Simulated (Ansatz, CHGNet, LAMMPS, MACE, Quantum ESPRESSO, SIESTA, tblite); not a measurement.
**Other levels on Zn2+ BF4- in dimethoxyethane and tetrahydrofuran at 480 K (85 atoms)**

Density of this cell: 1.08 g/cm³. The cell holds 85 atoms: 20 C, 8 O, 46 H, 2 B, 8 F and 1 Zn. Cell: a = 10.026 Å, b = 10.026 Å, c = 10.026 Å, α = 90.0°, β = 90.0°, γ = 90.0°. 3 dimethoxyethane, 2 tetrahydrofuran, 1 Zn2+, 2 BF4- placed at random, at 1.08 g/cm³; overlaps pushed apart, then 10 ps at 550 K with stiff harmonic cages for PF6 and BF4 with UFF radii; divalent ions of Li, Roberts, Chakravorty and Merz (J. Chem. Theory Comput. 9, 2733 (2013)); MMFF94 bonds, angles, torsions, charges and radii (Halgren, J. Comput. Chem. 17, 490 (1996)) in harmonic and 12-6 forms; charges of ions scaled by 0.8. Snapshot after 30 ps at 480 K and fixed volume.

Geometry: as built.

The reference, a calculation:

- method: Kohn-Sham DFT, PBE, PAW, plane waves (Ansatz 0.2.0); cutoff 420 eV, Γ point, fermi-dirac smearing of 0.05 eV; PAW set soft_2
- r.m.s. force component: 1.131 eV/Å
- longest force: 4.732 eV/Å
- pressure: 2.769 GPa
- gap (highest filled to lowest empty level): 4.057 eV
- SCF cycles: 10
- time: 6.7 s on 4 threads of Arm Neoverse V2, shared host
- CPU time: 25 s

**Question.** The same geometry is run in other programs. How far does each lie from the reference, and what does it cost?
- CHGNet 0.3.0 potential (CHGNet 0.3.0; 1 thread)
- SIESTA PBE, DZ, shift 0.01 Ry, mesh 500 Ry (SIESTA 5.4.2; 1 thread)
- CHGNet r2SCAN potential (CHGNet r2SCAN; 1 thread)
- SIESTA PBE, SZ, shift 0.01 Ry, mesh 500 Ry (SIESTA 5.4.2; 1 thread)
- SIESTA PBE, DZP, shift 0.01 Ry, mesh 500 Ry (SIESTA 5.4.2; 2 MPI ranks)
- MACE MP-0b3 medium potential (MACE MP-0b3 medium; 1 thread)
- tblite GFN1-xTB (tblite 0.8.0; 1 thread)
- QE PBE, sssp-1.3.0-efficiency, 60/480 Ry (Quantum ESPRESSO 7.5; 2 MPI ranks)
- SIESTA PBE, SZP, shift 0.01 Ry, mesh 500 Ry (SIESTA 5.4.2; 2 MPI ranks)
- QE PBE+D3(BJ), sssp-1.3.0-efficiency, 60/480 Ry (Quantum ESPRESSO 7.5; 2 MPI ranks)

Differences are against the plane-wave reference, forces as r.m.s. over components; share is that over the reference's r.m.s. force, slope the least-squares factor from reference forces to these. Total energies of different programs have different zeros and aren't compared.

```
                                                 run  Δ force, r.m.s. (meV/Å)  share (%)  slope  Δ pressure (GPa)  Δ gap (eV)  cores  CPU time  memory (GiB)
                                           reference                        -          -      -                 -           -      4      25 s           1.1
                              CHGNet 0.3.0 potential                      220       19.4  0.931            -0.260           -      1     3.8 s           1.5
 SIESTA PBE, DZ, shift 0.01 Ry, mesh 500 Ry (coarse)                      476       42.1  1.082              2.92       0.816      1      71 s          0.79
                             CHGNet r2SCAN potential                      306       27.1  0.843             -1.67           -      1     3.5 s           1.5
 SIESTA PBE, SZ, shift 0.01 Ry, mesh 500 Ry (coarse)                     2064        183  1.208              16.9      -0.790      1      57 s           0.7
         SIESTA PBE, DZP, shift 0.01 Ry, mesh 500 Ry                      342       30.3  1.081              1.52       0.501      2   2.8 min           1.6
                        MACE MP-0b3 medium potential                      170       15.0  0.966           -0.0628           -      1     7.2 s           1.1
                                     tblite GFN1-xTB                      290       25.6  0.939             -2.47           -      1     2.2 s          0.16
            QE PBE, sssp-1.3.0-efficiency, 60/480 Ry                     23.2       2.05  1.001            0.0827      -0.005      2   3.2 min           2.5
SIESTA PBE, SZP, shift 0.01 Ry, mesh 500 Ry (coarse)                     1120       99.0  1.118              6.39       0.351      2   2.2 min           1.5
     QE PBE+D3(BJ), sssp-1.3.0-efficiency, 60/480 Ry                     24.8       2.19  1.000             -0.47      -0.005      2   3.2 min           2.5
```

Rows marked coarse were listed beforehand as settings not expected to be converged; some can still land near the reference.

Times of the machine-learned potentials are mostly Python's start and the loading of weights.

CPU time is summed over cores on a shared host, where runs went side by side, so it is rough. Symmetry, cutoffs, thresholds, outputs and thread counts weren't matched or tuned between programs; memory under MPI is the largest rank's times the ranks.

PBE on plane waves or a grid with other potentials, cutoffs or grids, coarse settings apart, differs from the reference by 2.1 % (QE PBE, sssp-1.3.0-efficiency, 60/480 Ry) of the r.m.s. force; this holds the reference's own error, so differences of a few per cent don't tell which side is nearer the exact PBE result (QE's 60 Ry are 816 eV, against the reference's 420 eV). The PBE run in local orbitals, coarse settings apart, differs by 30 % (SIESTA PBE, DZP, shift 0.01 Ry, mesh 500 Ry); basis, grid and potentials can all enter. Tight binding differs by 26 % (tblite GFN1-xTB); it is another model, with fitted parameters of its own, and the xTB methods hold dispersion. Machine-learned potentials differ by 15 % (MACE MP-0b3 medium potential) to 27 % (CHGNet r2SCAN potential); they were trained on other programs' data, some at another functional. Periodic xTB results under one method name differ between programs and library versions. With short bonds to hydrogen, sets of potentials differ among themselves by several per cent in forces even at converged cutoffs, so the reference isn't exact here either. Machine-learned potentials mimic data converged in k, so the reference's own k-point error enters their differences. The network of contacts between molecules at the start is that of the classical potential that made the cell, and needn't be the one that DFT or experiment would give. The electronic-structure runs sample only Γ, in a cell whose shortest periodic width is 10 Å.

[Logs are printed without paths, hosts, clocks, repeated set-up lines and the standing remarks that a program may print on its own settings, such as how far it seeks lower states.]

[Hosts, paths, dates, database ids (printed as entryN), source tags and the programs' standing remarks are cut or masked in the printed files.]

[The MMFF94 radii named for the starting cell were scaled by 0.96; in molecules described by MMFF94, hydrogen bound to N, O or S took a small fixed 12-6 site in their place.]
